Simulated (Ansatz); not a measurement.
## Structural relaxation of random rock-salt alloy of CaS and PbS (64 atoms)

Aim: bring random rock-salt alloy of CaS and PbS (64 atoms) to a nearby minimum of the energy and see what moves.

Method: Kohn-Sham DFT, PBEsol, PAW (set soft_2), plane waves, in Ansatz 0.2.0.

## (1) The starting structure

The cell holds 64 atoms: 24 Ca, 32 S and 8 Pb. Its edges and angles: a = 11.503 Å, b = 11.503 Å, c = 11.503 Å, α = 90.0°, β = 90.0°, γ = 90.0°. It derives from CaS (rock-salt) and PbS, repeated 2×2×2. Rock-salt CaS, 2 x 2 x 2 conventional cells, 8 of 32 Ca sites given to Pb at random (x = 0.250), lattice by Vegard's rule (a = 5.752 Å); not relaxed, displaced by a Gaussian of 0.02 Å.

Before any run, some limits are plain. The host structure and its lattice constant were typed by rule, without a check against the phase diagram. The Brillouin zone is sampled at Γ only, in a cell whose shortest periodic width is 12 Å. The levels lack spin–orbit coupling, which is large for the heavy elements here.

## (2) Single point at the start

The forces at the start show how far the geometry lies from a minimum of this functional.

Contents of input.yaml:

```yaml
crystal:
  lattice:
    - [11.503, 0.0, 0.0]
    - [0.0, 11.503, 0.0]
    - [0.0, 0.0, 11.503]
  atoms:
    - { symbol: Ca, position: [0.00096, 0.00458, 0.00048] }
    - { symbol: S, position: [0.25057, 0.00289, 0.99925] }
    - { symbol: Pb, position: [0.9997, 0.25123, 0.24903] }
    - { symbol: S, position: [0.25231, 0.24831, 0.24741] }
    - { symbol: Ca, position: [0.24917, 0.99898, 0.25242] }
    - { symbol: S, position: [0.99996, 0.99994, 0.24783] }
    - { symbol: Ca, position: [0.24804, 0.24855, 0.00027] }
    - { symbol: S, position: [0.00121, 0.24888, 0.00083] }
    - { symbol: Pb, position: [0.00229, 0.00012, 0.49935] }
    - { symbol: S, position: [0.24721, 0.99748, 0.49757] }
    - { symbol: Ca, position: [0.9984, 0.24933, 0.75013] }
    - { symbol: S, position: [0.24641, 0.24995, 0.74901] }
    - { symbol: Ca, position: [0.25041, 0.00165, 0.74648] }
    - { symbol: S, position: [0.99887, 0.99973, 0.74991] }
    - { symbol: Pb, position: [0.25172, 0.25072, 0.50043] }
    - { symbol: S, position: [0.00104, 0.25008, 0.50122] }
    - { symbol: Ca, position: [0.00042, 0.49684, 0.0013] }
    - { symbol: S, position: [0.24843, 0.50145, 0.99699] }
    - { symbol: Ca, position: [0.99688, 0.74817, 0.25052] }
    - { symbol: S, position: [0.25248, 0.74835, 0.25108] }
    - { symbol: Ca, position: [0.24894, 0.49908, 0.25163] }
    - { symbol: S, position: [0.00387, 0.4995, 0.2518] }
    - { symbol: Pb, position: [0.25042, 0.75164, 0.99924] }
    - { symbol: S, position: [0.99944, 0.75404, 0.00068] }
    - { symbol: Pb, position: [0.99778, 0.49968, 0.49693] }
    - { symbol: S, position: [0.25475, 0.49898, 0.50016] }
    - { symbol: Ca, position: [0.99893, 0.74961, 0.7523] }
    - { symbol: S, position: [0.24689, 0.75099, 0.7495] }
    - { symbol: Ca, position: [0.25065, 0.49863, 0.75006] }
    - { symbol: S, position: [0.99834, 0.49714, 0.74818] }
    - { symbol: Ca, position: [0.25008, 0.75086, 0.49926] }
    - { symbol: S, position: [0.9998, 0.75027, 0.50004] }
    - { symbol: Ca, position: [0.50175, 0.00125, 0.99953] }
    - { symbol: S, position: [0.74805, 0.99878, 0.99983] }
    - { symbol: Pb, position: [0.49901, 0.24822, 0.25107] }
    - { symbol: S, position: [0.74997, 0.25116, 0.24881] }
    - { symbol: Ca, position: [0.74788, 0.00061, 0.25098] }
    - { symbol: S, position: [0.50004, 0.00102, 0.24817] }
    - { symbol: Ca, position: [0.74861, 0.2499, 0.00124] }
    - { symbol: S, position: [0.49837, 0.25109, 0.00213] }
    - { symbol: Ca, position: [0.50017, 0.99891, 0.49738] }
    - { symbol: S, position: [0.75149, 0.99784, 0.50091] }
    - { symbol: Ca, position: [0.49895, 0.24863, 0.75128] }
    - { symbol: S, position: [0.75262, 0.25098, 0.752] }
    - { symbol: Ca, position: [0.74821, 0.00071, 0.75106] }
    - { symbol: S, position: [0.5003, 0.00047, 0.74826] }
    - { symbol: Ca, position: [0.74791, 0.25117, 0.49953] }
    - { symbol: S, position: [0.49785, 0.25045, 0.4988] }
    - { symbol: Ca, position: [0.50131, 0.49789, 0.99861] }
    - { symbol: S, position: [0.75094, 0.4999, 0.00088] }
    - { symbol: Ca, position: [0.50133, 0.75022, 0.25211] }
    - { symbol: S, position: [0.74849, 0.74964, 0.2486] }
    - { symbol: Pb, position: [0.74815, 0.49688, 0.24976] }
    - { symbol: S, position: [0.49615, 0.50336, 0.24813] }
    - { symbol: Ca, position: [0.75376, 0.74828, 0.00298] }
    - { symbol: S, position: [0.49885, 0.75058, 0.00218] }
    - { symbol: Ca, position: [0.49972, 0.50083, 0.50088] }
    - { symbol: S, position: [0.75205, 0.49922, 0.49936] }
    - { symbol: Ca, position: [0.50236, 0.74969, 0.74988] }
    - { symbol: S, position: [0.75101, 0.74823, 0.74939] }
    - { symbol: Pb, position: [0.75252, 0.49989, 0.74778] }
    - { symbol: S, position: [0.50095, 0.50061, 0.74788] }
    - { symbol: Ca, position: [0.74894, 0.75226, 0.49997] }
    - { symbol: S, position: [0.50125, 0.74731, 0.50004] }
kpoints:
  mp_grid: { grid: [1, 1, 1] }
hamiltonian:
  xc: pbesol
scf:
  occupations: { method: fermi_dirac, width: 0.05 }
output:
  forces: true
  stress: true
  populations: intrinsic
  dos:
    method: { smearing: { sigma: 0.15 } }
    de: 0.1
    projected: { site_lists: { Ca: [Ca], Pb: [Pb], S: [S] } }
  eigenvalues: true
```

On the command line:

```sh
$ ansatz run input.yaml --threads 4 --pin off --max-ram 8192MiB --backend cpu --events-out ev --progress --plain --runs-dir out
```

Numbers of over 12 decimals in the logs are rounded to 6 here.

Log:

```text
Engine: ansatz 0.2.0, x86_64-unknown-linux-gnu
Pseudopotentials: kind: paw
Pseudopotential: Ca, paw, valence charge 10, recommended cutoff 420 eV (normal), Ca.paw.azcp
Pseudopotential: S, paw, valence charge 6, recommended cutoff 420 eV (normal), S.paw.azcp
Pseudopotential: Pb, paw, valence charge 14, recommended cutoff 420 eV (normal), Pb.paw.azcp
[... 3 lines on functional and potentials left out ...]
Crystal: 64 atoms, lattice volume = 1522.066 Å³
Basis set: ecut = 420 eV, 29711 PW (Γ), exchange–correlation on 160×160×160 points (8 copies of the dense FFT grid, shifted against one another)
Bands: 336, of which v1, the nominal top of the filled ones, is band 272 counted from 1 (271 counted from 0)
Symmetry: 1 space group operations
Space group: P1 (ITA 1), of the structure as read, at distance tolerance 1.2e-4 Å
k-points: 1
[... 10 lines on functional and potentials left out ...]
Initial density: superposition of atomic densities (neutral atoms: chi_scale 0, normalization atom), corrected by the library's trained network
Initial wavefunctions: pseudopotential atomic-orbital guess
Functional: x = pbesol(κ = 0.804, μ = 0.123457), c = pbesol(β = 0.046)
SCF iter   1: F=—  HF=-165517.983388 eV  |F-HF|=—  |Δ(HF+E_count)|=         —  Δρ=5.07e-3  dr2=5.91e-1  ethr=1.77e-3  ⟨swp⟩=11.0  Hψ=1837  notcnv=0  defer=14
preconditioner: auto → Resta (q_TF=auto, 2.298 Å⁻¹)  ε∞=3.0  [insulator: Δε(μ)=1.836 eV  Ē_g=14.987 eV  σ=0.050 eV  W_gap=1.00  n_scr=304 (ndim 8)  ℏωp=21.2 eV  f_vac=0.000  D(μ)=0.00/eV (n_scr^D=0)  ε∞_Penn≈3.0]
SCF iter   2: F=—  HF=-165517.844461 eV  |F-HF|=—  |Δ(HF+E_count)|=   1.39e-1  Δρ=2.11e-3  dr2=6.85e-2  ethr=1.09e-4  ⟨swp⟩=2.0  Hψ=496  notcnv=0  defer=49
SCF iter   3: F=—  HF=-165517.831833 eV  |F-HF|=—  |Δ(HF+E_count)|=   1.26e-2  Δρ=6.59e-4  dr2=6.10e-3  ethr=1.26e-5  ⟨swp⟩=2.0  Hψ=381  notcnv=0  defer=49
SCF iter   4: F=—  HF=-165517.831854 eV  |F-HF|=—  |Δ(HF+E_count)|=   2.07e-5  Δρ=1.64e-4  dr2=6.84e-4  ethr=1.12e-6  ⟨swp⟩=2.0  Hψ=461  notcnv=0  defer=49
SCF iter   5: F=—  HF=-165517.831849 eV  |F-HF|=—  |Δ(HF+E_count)|=   4.23e-6  Δρ=4.65e-5  dr2=4.48e-5  ethr=1.26e-7  ⟨swp⟩=3.0  Hψ=390  notcnv=0  defer=49
SCF iter   6: F=—  HF=-165517.834011 eV  |F-HF|=—  |Δ(HF+E_count)|=   2.16e-3  Δρ=1.41e-5  dr2=4.53e-6  ethr=8.23e-9  ⟨swp⟩=3.0  Hψ=534  notcnv=0  defer=49
SCF iter   7: F=—  HF=-165517.834012 eV  |F-HF|=—  |Δ(HF+E_count)|=   1.05e-6  Δρ=4.80e-6  dr2=5.28e-7  ethr=8.34e-10  ⟨swp⟩=3.0  Hψ=437  notcnv=0  defer=49
SCF iter   8: F=-165517.834012 eV  HF=-165517.834012 eV  |F-HF|=2.15e-9  |Δ(HF+E_count)|=   2.06e-7  Δρ=1.27e-6  dr2=3.92e-8  ethr=1.84e-11  ⟨swp⟩=17.0  Hψ=2033  notcnv=0
SCF 1 converged in 8 iterations: F = -165517.834012 eV  dr2 = 3.92e-8
  greatest PAW one-centre occupation: 0.996 electrons in one spin orbital (limit 2), on the Ca atom at site 6 (counted from 0), in its partial waves of l = 0
SCF converged after 8 iterations
Free energy (F): -165517.834012 eV
Harris-Foulkes:  -165517.834012 eV  (|F-HF|=2.15e-9)
Internal energy: -165517.834012 eV  (E = F + TS)
E sigma→0 (E₀):  -165517.834012 eV
Entropy (-TS):   -0.000000 eV (-0.000 meV/atom)
Fermi energy:    7.947116 eV
--- Per-component energies (eV) ---
  E_band       = -3685.244109
  E_kinetic    = 12409.952445
  E_local      = -30055.174969  (includes V_loc(G=0)·N_el)
  E_nonlocal   = 5273.902369
  E_hartree    = 10518.053139
  E_xc         = -8125.289307
  E_vxc        = -7992.649343  (∫ρ·V_xc dr)
  E_paw        = -120798.345549  (= ΣΔE_a)
  E_vpaw       = -4357.387796  (= ΣTr[D̂ρ^β])
  E_aug_tail   = 0.000298  (compensation charges beyond the density's cutoff)
  E_ewald      = -34746.262813
  E_core_change = 5.330374  (= ΣΔE_core)
  E_smearing   = -0.000000  (= −TS)
  E_closure    = -0.000000  (closes the sum)
  Σ components = -165517.834012   (vs F -165517.834012, Δ=0.00e0)
--- Forces (eV/Å), atoms counted from 1 ---
  atom   1  Ca    -0.03397948    -0.24719497    -0.04246320
  atom   2  S      0.02997539     0.42131468    -0.00040069
  atom   3  Pb     0.09774932    -0.18141092     0.17377637
  atom   4  S     -0.15118430     0.06026860    -0.41864822
  atom   5  Ca    -0.01298868     0.01334949    -0.21942600
  atom   6  S     -0.05622017    -0.39709197    -0.34425632
  atom   7  Ca     0.10842410     0.08964181     0.01543828
  atom   8  S     -0.14596051     0.12768375    -0.44265490
  atom   9  Pb    -0.20947165    -0.07454736     0.01898448
  atom  10  S      0.71513980    -0.37854281     0.07663047
  atom  11  Ca     0.06016584    -0.02856604    -0.10827329
  atom  12  S      0.17904747    -0.03614050     0.49761957
  atom  13  Ca    -0.08038232    -0.10268018     0.16500399
  atom  14  S      0.06261598     0.05671239     0.41960785
[...]
atom  63  Ca     0.15183326    -0.13860719    -0.00102561
  atom  64  S      0.00483317     0.17688586     0.05582135
  max |Σ_I F_I| component: 8.86e-5 eV/Å
--- Stress (GPa, compression-positive) ---
       -0.557126      -0.003069      -0.003797
       -0.003069      -0.520313       0.001578
       -0.003797       0.001578      -0.537090
  P = ⅓ Tr σ = -0.5382 GPa (-5.382 kbar)
--- Band table (eV) ---
  k-point 0: bands = ["-32.9911", "-32.9779", "-32.9759", "-32.9692", [... 320 levels ...], "11.4138", "11.4266", "11.4482", "11.4624", "11.4776", "11.4887", "11.5097", "11.5171", "11.5274", "11.5445", "11.5524", "11.5568"]
--- intrinsic populations: 64 sites ---
  site symbol       q [e]
     0     Ca      8.4588
     1      S      7.3473
     2     Pb     13.6209
[...]
63      S      7.5554
  spilling = 0.000000 (of n_electrons = 544.000000)
```

Elapsed: 44 s, on 4 threads of AMD EPYC 7R43, shared host; peak memory 1.8 GiB.

In the SCF lines HF is the Harris–Foulkes energy and dr2 the Hartree energy of the density residual, in eV; the loop may stop once dr2 is under the threshold and the program's other checks hold. Hψ counts applications of the Hamiltonian.

Read from the output:

```
free energy                                      : -165517.8340 eV
free energy per atom                             : -2586.2162 eV/atom
SCF cycles                                       : 8
pressure                                         : -0.5382 GPa
r.m.s. force component                           : 0.2357 eV/Å
longest force                                    : 0.9101 eV/Å
Fermi energy                                     : 7.947 eV
gap (highest filled to lowest empty level) : 1.806 eV
```

The r.m.s. force component of 0.24 eV/Å and the pressure of -0.54 GPa set the starting point.

Length of the force by element:

| element | coordination | atoms | mean length of the force (eV/Å) | spread | least | most |
| --- | --- | --- | --- | --- | --- | --- |
| Ca | all | 24 | 0.166 | 0.0469 | 0.0588 | 0.253 |
| Pb | all | 8 | 0.208 | 0.0756 | 0.0494 | 0.313 |
| S | all | 32 | 0.505 | 0.208 | 0.0704 | 0.910 |

## (3) Relaxation

With the cell held, the atoms are moved downhill towards a nearby minimum.

input.yaml, the sections that differ from step 2:

```yaml
output:
  forces: true
relax:
  f_tol: 0.05
  max_steps: 200
# crystal, kpoints, hamiltonian, scf: as in step 2
```

Log:

```text
[...]
Crystal: 64 atoms, lattice volume = 1522.066 Å³
Basis set: ecut = 420 eV, 29711 PW (Γ), exchange–correlation on 160×160×160 points (8 copies of the dense FFT grid, shifted against one another)
Bands: 336, of which v1, the nominal top of the filled ones, is band 272 counted from 1 (271 counted from 0)
Symmetry: 1 space group operations
[...]
k-points: 1
[...]
SCF iter   1: F=—  HF=-165517.983389 eV  |F-HF|=—  |Δ(HF+E_count)|=         —  Δρ=5.07e-3  dr2=5.91e-1  ethr=1.77e-3  ⟨swp⟩=11.0  Hψ=1837  notcnv=0  defer=14
[...]
SCF iter   6: F=-165517.834010 eV  HF=-165517.834011 eV  |F-HF|=9.32e-7  |Δ(HF+E_count)|=   1.18e-5  Δρ=1.39e-5  dr2=4.48e-6  ethr=8.25e-9  ⟨swp⟩=3.0  Hψ=1049  notcnv=0
SCF 1 converged in 6 iterations: F = -165517.834010 eV  dr2 = 4.48e-6
[...]
relax step   1: F+E_penalty+E_count = -165517.83401000 eV  Δ(F+E_penalty+E_count) = +0.000e0 eV  max|allowed force component| = 7.151e-1 eV/Å  Δτ_max = 0.0000 Å  (6 SCF iters, dr2 threshold 6.25e-5 eV, accepted)
[...]
relax step   2: F+E_penalty+E_count = -165518.50214904 eV  Δ(F+E_penalty+E_count) = -6.681e-1 eV  max|allowed force component| = 3.926e-1 eV/Å  Δτ_max = 0.1939 Å  (6 SCF iters, dr2 threshold 3.20e-5 eV, accepted)
[...]
relax step   3: F+E_penalty+E_count = -165518.72824430 eV  Δ(F+E_penalty+E_count) = -2.261e-1 eV  max|allowed force component| = 7.686e-2 eV/Å  Δτ_max = 0.0842 Å  (5 SCF iters, dr2 threshold 9.63e-6 eV, accepted)
[...]
relax step   4: F+E_penalty+E_count = -165518.73533278 eV  Δ(F+E_penalty+E_count) = -7.088e-3 eV  max|allowed force component| = 1.669e-2 eV/Å  Δτ_max = 0.0347 Å  (7 SCF iters, accepted)
SCF converged after 7 iterations
Free energy (F): -165518.735333 eV
[...]
Internal energy: -165518.735333 eV  (E = F + TS)
E sigma→0 (E₀):  -165518.735333 eV
Entropy (-TS):   -0.000000 eV (-0.000 meV/atom)
Fermi energy:    7.892005 eV
[...]
--- Forces (eV/Å), atoms counted from 1 ---
  atom   1  Ca    -0.00088483     0.00066558     0.00049335
  atom   2  S     -0.00111647    -0.00517656    -0.00062273
  atom   3  Pb     0.00161164     0.00041750    -0.00680951
  atom   4  S      0.01124864    -0.00616040    -0.00705381
  atom   5  Ca     0.00493534    -0.00143919    -0.00193001
  atom   6  S      0.00670365    -0.00396448    -0.00247793
  atom   7  Ca    -0.00050411    -0.00171650     0.00334319
  atom   8  S      0.00907470     0.00626548    -0.00193804
  atom   9  Pb     0.00401587     0.00001981     0.00083270
  atom  10  S      0.00991348     0.00503693     0.00058374
  atom  11  Ca    -0.00138181    -0.00559138    -0.00098674
  atom  12  S     -0.00467159     0.00559073    -0.00967809
  atom  13  Ca    -0.00332005     0.00123175     0.00176711
  atom  14  S      0.00042023    -0.00472141     0.00073589
[...]
atom  63  Ca     0.00184712    -0.00639407    -0.00154067
  atom  64  S     -0.00070920    -0.00194080    -0.00297855
  max |Σ_I F_I| component: 1.05e-4 eV/Å
--- Relaxed structure (4 steps of the walk, 4 accepted, 0 SCFs on fresh bases) ---
  F+E_penalty+E_count = -165518.73533278 eV   max|allowed force component| = 1.669e-2 eV/Å
  atoms:
    - { symbol: Ca, position: [-0.000283622, -0.000557708, -0.000965539] }
    - { symbol: S, position: [0.251393, 0.00725688, 0.999910] }
    - { symbol: Pb, position: [0.998639, 0.250008, 0.249411] }
    - { symbol: S, position: [0.249253, 0.252303, 0.239382] }
[...]
- { symbol: S, position: [0.501879, 0.749806, 0.500413] }
```

Run time: 82 s. Hardware: 4 threads; peak memory 1.8 GiB.

Relaxation path:

| step | energy less that of the first step (eV) | largest force component (eV/Å) |
| --- | --- | --- |
| 1 | 0.0000 | 0.7151 |
| 2 | -0.6681 | 0.3926 |
| 3 | -0.8942 | 0.0769 |
| 4 | -0.9013 | 0.0167 |

The atoms that moved most (Å):

| atom | dx | dy | dz | length |
| --- | --- | --- | --- | --- |
| S16 | -0.166 | 0.005 | 0.118 | 0.204 |
| S36 | -0.003 | -0.163 | 0.044 | 0.168 |
| S58 | -0.158 | 0.005 | 0.014 | 0.158 |
| S30 | 0.103 | 0.037 | 0.087 | 0.140 |
| S22 | 0.031 | 0.083 | -0.099 | 0.133 |
| S56 | 0.114 | -0.020 | -0.044 | 0.124 |
| S48 | 0.067 | -0.007 | 0.097 | 0.118 |
| S10 | 0.108 | -0.032 | 0.015 | 0.113 |

The relaxation changed the energy by -14.1 meV/atom, and atoms moved by 0.076 Å r.m.s., 0.20 Å at most.

## (4) Local order after relaxation

Bonds before and after, by the cutoffs listed below:

| pair | bonds before | bonds after | mean before (Å) | mean after (Å) | spread before (Å) | spread after (Å) |
| --- | --- | --- | --- | --- | --- | --- |
| S-Ca | 144 | 144 | 2.876 | 2.856 | 0.027 | 0.038 |
| S-Pb | 48 | 48 | 2.876 | 2.938 | 0.031 | 0.045 |

Density 3.98 g/cm³, 23.78 Å³ an atom.

g(r), total and by pair (bins of 0.2 Å):

| r (Å) | total | S-S | S-Ca | S-Pb | Ca-Ca | Ca-Pb | Pb-Pb |
| --- | --- | --- | --- | --- | --- | --- | --- |
| 2.70 | 0.77 | 0.00 | 2.05 | 0.00 | 0.00 | 0.00 | 0.00 |
| 2.90 | 5.94 | 0.00 | 11.88 | 11.81 | 0.00 | 0.00 | 0.00 |
| 3.10 | 0.16 | 0.00 | 0.00 | 1.29 | 0.00 | 0.00 | 0.00 |
| 3.30 | 0.00 | 0.00 | 0.00 | 0.00 | 0.00 | 0.00 | 0.00 |
| 3.50 | 0.00 | 0.00 | 0.00 | 0.00 | 0.00 | 0.00 | 0.00 |
| 3.70 | 0.00 | 0.00 | 0.00 | 0.00 | 0.00 | 0.00 | 0.00 |
| 3.90 | 0.71 | 2.85 | 0.00 | 0.00 | 0.00 | 0.00 | 0.00 |
| 4.10 | 5.97 | 10.10 | 0.00 | 0.00 | 13.50 | 14.43 | 11.40 |
| 4.30 | 0.19 | 0.78 | 0.00 | 0.00 | 0.00 | 0.00 | 0.00 |
| 4.50 | 0.00 | 0.00 | 0.00 | 0.00 | 0.00 | 0.00 | 0.00 |
| 4.70 | 0.00 | 0.00 | 0.00 | 0.00 | 0.00 | 0.00 | 0.00 |
| 4.90 | 1.83 | 0.00 | 3.42 | 4.38 | 0.00 | 0.00 | 0.00 |
| 5.10 | 1.22 | 0.00 | 2.67 | 1.76 | 0.00 | 0.00 | 0.00 |
| 5.30 | 0.00 | 0.00 | 0.00 | 0.00 | 0.00 | 0.00 | 0.00 |
| 5.50 | 0.13 | 0.54 | 0.00 | 0.00 | 0.00 | 0.00 | 0.00 |
| 5.70 | 1.43 | 2.29 | 0.00 | 0.00 | 3.43 | 3.43 | 3.44 |
| 5.90 | 0.15 | 0.61 | 0.00 | 0.00 | 0.00 | 0.00 | 0.00 |
| 6.10 | 0.00 | 0.00 | 0.00 | 0.00 | 0.00 | 0.00 | 0.00 |
| 6.30 | 1.57 | 0.00 | 3.44 | 2.21 | 0.00 | 0.00 | 0.00 |
| 6.50 | 3.91 | 0.00 | 7.54 | 8.71 | 0.00 | 0.00 | 0.00 |
| 6.70 | 0.01 | 0.00 | 0.02 | 0.05 | 0.00 | 0.00 | 0.00 |
| 6.90 | 0.66 | 2.48 | 0.00 | 0.00 | 0.26 | 0.00 | 0.00 |
| 7.10 | 3.88 | 6.52 | 0.00 | 0.00 | 9.08 | 8.65 | 10.70 |
| 7.30 | 0.04 | 0.16 | 0.00 | 0.00 | 0.00 | 0.00 | 0.00 |
| 7.50 | 0.00 | 0.00 | 0.00 | 0.00 | 0.00 | 0.00 | 0.00 |
| 7.70 | 0.00 | 0.00 | 0.00 | 0.00 | 0.00 | 0.00 | 0.00 |
| 7.90 | 0.05 | 0.19 | 0.00 | 0.00 | 0.00 | 0.00 | 0.00 |

Bonds by pair of elements; cutoffs follow the first minimum of g(r), held within bounds set by covalent radii, and pairs that aren't listed don't count as bonded:

| pair A-B | cutoff (Å) | bonds | mean length (Å) | spread (Å) | shortest (Å) | B about A | A about B |
| --- | --- | --- | --- | --- | --- | --- | --- |
| S-Ca | 3.27 | 144 | 2.86 | 0.038 | 2.75 | 4.5 | 6 |
| S-Pb | 3.43 | 48 | 2.94 | 0.045 | 2.85 | 1.5 | 6 |

How many atoms have how many bonded neighbours:

| element | mean | 6 |
| --- | --- | --- |
| Ca | 6 | 24 |
| Pb | 6 | 8 |
| S | 6 | 32 |

Bond angles, per cent of each kind in bins of 5°:

| angle (°) | S-Ca-S | Ca-S-Ca | Ca-S-Pb | S-Pb-S | Pb-S-Pb |
| --- | --- | --- | --- | --- | --- |
| 85–90 | 46.7 | 22.6 | 62.8 | 39.2 | 76.9 |
| 90–95 | 33.3 | 57.1 | 18.1 | 40.8 | 0.0 |
| 95–100 | 0.0 | 0.0 | 0.0 | 0.0 | 0.0 |
| 100–105 | 0.0 | 0.0 | 0.0 | 0.0 | 0.0 |
| 105–110 | 0.0 | 0.0 | 0.0 | 0.0 | 0.0 |
| 110–115 | 0.0 | 0.0 | 0.0 | 0.0 | 0.0 |
| 115–120 | 0.0 | 0.0 | 0.0 | 0.0 | 0.0 |
| 120–125 | 0.0 | 0.0 | 0.0 | 0.0 | 0.0 |
| 125–130 | 0.0 | 0.0 | 0.0 | 0.0 | 0.0 |
| 130–135 | 0.0 | 0.0 | 0.0 | 0.0 | 0.0 |
| 135–140 | 0.0 | 0.0 | 0.0 | 0.0 | 0.0 |
| 140–145 | 0.0 | 0.0 | 0.0 | 0.0 | 0.0 |
| 145–150 | 0.0 | 0.0 | 0.0 | 0.0 | 0.0 |
| 150–155 | 0.0 | 0.0 | 0.0 | 0.0 | 0.0 |
| 155–160 | 0.0 | 0.0 | 0.0 | 0.0 | 0.0 |
| 160–165 | 0.0 | 0.0 | 0.0 | 0.0 | 0.0 |
| 165–170 | 0.0 | 0.0 | 0.0 | 0.0 | 0.0 |
| 170–175 | 0.0 | 0.4 | 0.5 | 0.0 | 11.5 |
| 175–180 | 20.0 | 19.9 | 18.6 | 20.0 | 11.5 |

Bond angles (no mean is given where the spread exceeds 20°):

| angle | count | mean (°) | spread (°) |
| --- | --- | --- | --- |
| S-Ca-S | 360 | - | - |
| Ca-S-Ca | 266 | - | - |
| Ca-S-Pb | 188 | - | - |
| S-Pb-S | 120 | - | - |
| Pb-S-Pb | 26 | - | - |

For some of the pairs, g(r) has its first main peak near 4.05 Å (S-S), 2.85 Å (S-Ca), 2.94 Å (S-Pb), 4.06 Å (Ca-Ca), 4.07 Å (Ca-Pb) and 4.08 Å (Pb-Pb). Counting bonds as in the table, all Ca atoms have 6, all Pb atoms have 6 and all S atoms have 6 bonded neighbours.

[end of part 1 of 2]

[Logs are printed without paths, hosts, clocks, repeated set-up lines and the standing remarks that a program may print on its own settings, such as how far it seeks lower states.]

[Hosts, paths, dates, database ids (printed as entryN), source tags and the programs' standing remarks are cut or masked in the printed files.]
